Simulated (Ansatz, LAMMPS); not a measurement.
# Structural relaxation of glassy Na2Si4O9 (90 atoms), part 2 of 2

How does glassy Na2Si4O9 (90 atoms) relax, and what do bonds, charges and levels look like afterwards?

Ansatz 0.2.0; Kohn-Sham DFT, PBE, PAW (set soft_2), plane waves.

The cell: 12 Na, 54 O and 24 Si. The quench rate of 10 K/ps is many orders above laboratory rates. The network of bonds at the start is that of the classical potential that made the cell. Only the Γ point is sampled, in a cell whose shortest periodic width is 11 Å.

So far, density (g/cm³): step 5 (distances and neighbours after relaxation) 2.38.

**6. Single point at the relaxed geometry**

One more single point at the end of the walk gives the fuller output and checks the residual forces.

input.yaml reads:

```yaml
crystal:
  lattice:
    - [10.8166, 0.0, 0.0]
    - [0.0, 10.8166, 0.0]
    - [0.0, 0.0, 10.8166]
  atoms:
    - { symbol: Na, position: [0.66857, 0.03835, 0.48983] }
    - { symbol: Na, position: [0.95225, 0.76694, 0.87038] }
    - { symbol: Na, position: [0.52555, 0.91256, 0.07042] }
    - { symbol: Na, position: [0.37607, 0.23498, 0.92458] }
    - { symbol: Na, position: [0.42028, 0.07144, 0.27606] }
    - { symbol: Na, position: [0.30505, 0.80671, 0.25498] }
    - { symbol: Na, position: [0.9247, 0.01587, 0.68634] }
    - { symbol: Na, position: [0.56719, 0.81774, 0.35654] }
[... 78 atom lines left out ...]
    - { symbol: Si, position: [0.39546, 0.96737, 0.55548] }
    - { symbol: Si, position: [0.63028, 0.22281, 0.03901] }
    - { symbol: Si, position: [0.79867, 0.28482, 0.39652] }
    - { symbol: Si, position: [0.6642, 0.6966, 0.857] }
kpoints:
  mp_grid: { grid: [1, 1, 1] }
hamiltonian:
  xc: pbe
scf:
  occupations: { method: fixed }
output:
  forces: true
  stress: true
  populations: intrinsic
  dos:
    method: { smearing: { sigma: 0.08 } }
    de: 0.1
    projected: { site_lists: { Na: [Na], O: [O], Si: [Si] } }
  eigenvalues: true
  write_density: true
  write_potential: true
  volumetric_format: npy
```

Launch:

```
> ansatz run input.yaml --threads 4 --pin off --max-ram 8192MiB --backend cpu --events-out ev --progress --plain --runs-dir out
```

Run time: 19 s. Hardware: 4 threads of Arm Neoverse V1, shared host; peak memory 1.5 GiB.

The program notes that the exchange-correlation potential is rough where the density is thin.

The run gave:

```yaml
free_energy: -63832.6140 eV
free_energy_per_atom: -709.2513 eV/atom
scf_cycles: 9
pressure: 0.3967 GPa
r_m_s_force_component: 0.00771 eV/Å
longest_force: 0.03202 eV/Å
fermi_energy: 3.929 eV
spacing_of_highest_filled_and_lowest_empty_level: 2.736 eV
```

Intrinsic-atomic-orbital charges by element:

| element | coordination | atoms | mean charge (e) | spread | least | most |
| --- | --- | --- | --- | --- | --- | --- |
| Na | all | 12 | 0.810 | 0.0128 | 0.788 | 0.833 |
| O | all | 54 | -0.933 | 0.0737 | -1.09 | -0.860 |
| Si | all | 24 | 1.69 | 0.0533 | 1.55 | 1.77 |

Density of states as counts of states in windows of 1 eV (from the Fermi level), total and the larger projections:

| from (eV) | to (eV) | total | O p | Si p |
| --- | --- | --- | --- | --- |
| -10 | -9 | 13.8 | 9.5 | 1.3 |
| -9 | -8 | 15.4 | 11.1 | 2.1 |
| -8 | -7 | 31.1 | 23.9 | 6.1 |
| -7 | -6 | 11.3 | 8.8 | 1.9 |
| -6 | -5 | 34.5 | 28.4 | 3.5 |
| -5 | -4 | 58.1 | 51.3 | 3.2 |
| -4 | -3 | 65.1 | 60.2 | 1.9 |
| -3 | -2 | 40.7 | 38.6 | 0.8 |
| -2 | -1 | 34.5 | 32.3 | 1.0 |
| -1 | 0 | 4.5 | 4.2 | 0.2 |
| 0 | 1 | 1.9 | 1.8 | 0.0 |
| 1 | 2 | 0.0 | 0.0 | 0.0 |
| 2 | 3 | 2.0 | 0.0 | 0.1 |
| 3 | 4 | 0.0 | 0.0 | 0.0 |
| 4 | 5 | 11.4 | 1.2 | 1.9 |

The curve was stored every 0.10 eV, coarse against its broadening of 0.08 eV, so these counts are rough.

With fixed occupations the program's Fermi level is the highest filled level; weight inside the gap is the broadening of levels at its edges.

Between -26 and -10 eV lie 193 more states.

The stored curve holds about 504 of the 528 electrons; the rest, give or take the few that broadening carries across the Fermi level, lie in deeper levels below its range.

The levels nearest the highest filled one (over half full), pooled over k-points and spins:

| level less the highest filled one (eV) | occupation |
| --- | --- |
| -1.26 | 2 |
| -1.14 | 2 |
| -1.09 | 2 |
| -0.677 | 2 |
| -0.0748 | 2 |
| 0 | 2 |
| 2.74 | 0 |
| 4.17 | 0 |
| 4.37 | 0 |
| 4.51 | 0 |
| 4.64 | 0 |
| 4.79 | 0 |

Electrostatic potential energy in the ac plane at fractional y = 0.275, with atoms of Na and O and Si within 0.2 Å of it. With pseudopotentials it is smooth inside the atoms' cores, unlike the true potential.

Values in eV, 13 rows by 16 columns, each cell a mean:
```
  8   9  10   9   6 -10 -19   2   5   1  -3  -3   7   7   7   7
  8   8   6   6   5  -5 -10   4   8   8   8   7   7   7   8   9
  7  -2 -22 -12   2   4   6   7   7   7   7   6   7   8   9   8
  6 -14 -48 -33 -29 -32  -1   0 -29 -27 -11 -20  -1   7   9   8
  7   2  -9  -3  -7 -17 -35 -36 -18 -13 -32 -47 -12   6   8   8
  8   8   7   7   7  -1 -29 -30  -2   5 -10 -20   1   7   8   8
  7   7   8   9   9   8   4   4   7   8 -20 -37  -8  -3 -11  -5
  8   8   9  10  10  10  10   9   9   9   5 -10 -43 -40  -7   3
 10   9   7   5   7  10  10   9   9   9   7  -1 -24 -21   2   9
-10 -28 -14 -36 -15   6   8   7   8   9   9   7   5   6   7   9
 -4 -16 -12 -37 -16   5   7   1 -21  -4   7   8   8   6   2   3
  4   9   7   3   6   8   8   1 -29 -17  -8   3   7   3 -32 -34
  5   9  10  10   8   6   5   6   3 -18 -29  -4   6   5  -7  -8
```
Columns run along a (10.8 Å; values clipped at the 3rd and 97th percentile), rows up along c (10.8 Å). Atoms in or near the plane, at fractional coordinates: Na at (0.93, 0.09), O at (0.69, 0.50), O at (0.53, 0.14), O at (0.55, 0.70), O at (0.31, 0.70), O at (0.07, 0.23), Si at (0.16, 0.73), Si at (0.43, 0.61), Si at (0.80, 0.40).

Valence density in the ac plane at fractional y = 0.275, with atoms of Na and O and Si within 0.2 Å of it. It is the smooth field of the valence electrons, not physical close to the nuclei.

Ten steps, logarithmic in the rise over the least value, from '_' (0 e/Å³) to '@' (14 e/Å³), each cell a mean:
```
__________________..--++==..______..::--++++--::____________
________....______::**%%**::________..::====--..____________
______..::::..____..==**==..__________..::::....____________
____..::::::....____......__________________________________
____..::::::::....::....______........______......__________
____..::....::--==++==::....::==++++--......::::::..________
__....::....--++##%%##==::::--**%%##++--::::----::..________
__..::::::..::==**####++::::==**####++--::::::--::..________
__..::::::....::==++==--::..--==++==--::....::::..__________
__........______..::::::....::::::::::::----::..____________
____________________..::::::::......::==****==::......::::..
..____________________..::::..____..--**%%##**--..::--====--
..______________________....________::++####++--::--==****==
..__________________________________..::====--::..::======--
____________........____________________..::::......::::::..
__..........::::::::..____________________..::::::::....____
::--==--::::::----::..____________________....::::....______
==####**==::..::::::..______________________........______..
++##%%##++--....::::..____..::----::..________..__________::
--++**++--::..::::::......::==**##++::..______________......
::::::::....::::::....__..::++##%%**--::......______--####++
::________....::....______::==****++--::........__..**@@@@##
..__________......__________..------::::::::....____==####++
______________________________....::::--==--::..______..::..
```
Columns run along a (10.8 Å), rows up along c (10.8 Å). Atoms in or near the plane, at fractional coordinates: Na at (0.93, 0.09), O at (0.69, 0.50), O at (0.53, 0.14), O at (0.55, 0.70), O at (0.31, 0.70), O at (0.07, 0.23), Si at (0.16, 0.73), Si at (0.43, 0.61), Si at (0.80, 0.40).

Mean intrinsic-atomic-orbital charges: Na +0.81, O -0.93, Si +1.69 e.

Local excerpt of 11 atoms (numbers count through the whole input) about Na4, one of the 12 Na atoms; x, y, z are measured from there.

| atom | x | y | z | distance (Å) | bonds | intrinsic-atomic-orbital charge (e) |
| --- | --- | --- | --- | --- | --- | --- |
| Na4 | 0.00 | 0.00 | 0.00 | 0.00 | 4 | 0.83 |
| O54 | -1.43 | -0.62 | 1.76 | 2.35 | 3 | -0.94 |
| O25 | 1.99 | -1.23 | 0.38 | 2.38 | 4 | -1.06 |
| O45 | -1.27 | -2.10 | -0.33 | 2.47 | 3 | -0.92 |
| O32 | -0.72 | 0.43 | -2.39 | 2.54 | 3 | -0.90 |
| O60 | -2.43 | 1.38 | -0.66 | 2.87 | 2 | -0.89 |
| O21 | 1.68 | 0.54 | 2.33 | 2.92 | 2 | -0.90 |
| Si67 | -1.57 | -2.20 | 1.32 | 3.00 | 4 | 1.65 |
| Si88 | 2.75 | -0.13 | 1.24 | 3.02 | 4 | 1.64 |
| O29 | 1.89 | 0.45 | -2.41 | 3.10 | 2 | -0.90 |
| Si85 | -2.33 | 0.58 | -2.08 | 3.18 | 4 | 1.73 |

The column of bonds counts only the pairs O-Si within 2.12 Å, O-Na within 2.83 Å; other neighbours, such as metal atoms beside each other in a compound, aren't counted, and periodic images can show an atom twice.

**7. Summary of results**

```
energy change in the relaxation                  : -90.39 meV/atom
r.m.s. displacement                              : 0.453 Å
largest displacement                             : 1.278 Å
free energy per atom                             : -709.2513 eV/atom
pressure                                         : 0.3967 GPa
r.m.s. force component                           : 0.00771 eV/Å
gap (highest filled to lowest empty level) : 2.736 eV
wall time of the 3 DFT runs                      : 3.8 min
```

Relaxation lowers the energy by 90.4 meV/atom and moves atoms by 0.45 Å r.m.s.; the r.m.s. force component goes from 1.3 to 0.0077 eV/Å, the pressure goes from 4.9 to 0.40 GPa, and the gap from 1.75 to 2.74 eV. From the first step to the last the energy fell by 8.135 eV, and the largest move was 1.28 Å (Na8). The O-Si bonds go from 1.620 Å (spread 0.052) to 1.640 Å (spread 0.035). 78 % of the oxygens bridge two formers (Si) and 22 % are non-bridging. Between filled and empty levels lie 2.74 eV (at Γ alone); a semilocal functional tends to put such gaps too low. In a disordered cell it changes from sample to sample, and tail or defect levels can set it.

What to keep in mind: The starting topology of bonds comes from the classical model; in DFT atoms moved by 0.45 Å r.m.s. The stress is far from hydrostatic: its diagonal is 1.1, -2.0, 2.1 GPa, compression counted positive.

Against the measurements quoted at the start:

| quantity | measured | this cell | difference | method of the measurement |
| --- | --- | --- | --- | --- |
| nearest Na–O distance | 2.425 Å | 2.33 Å | -3.9 % | neutron diffraction |
| nearest Si–Na distance | 3.8 Å | 3.43 Å | -9.7 % | Na K-edge XAFS |
| nearest Na–Na distance | 3.2 Å | 3.27 Å | +2.2 % | Na K-edge XAFS |

The cell differs from the measured distances by up to 9.7 %. Distances of this cell are positions of the first main peak of g(r), or bond means where the peak is narrow; means over all bonds within a cutoff lie farther out for broad shells. The network comes from the model that made the cell; in DFT atoms moved by 0.45 Å r.m.s.

[Logs are printed without paths, hosts, clocks, repeated set-up lines and the standing remarks that a program may print on its own settings, such as how far it seeks lower states.]

[Hosts, paths, dates, database ids (printed as entryN), source tags and the programs' standing remarks are cut or masked in the printed files.]
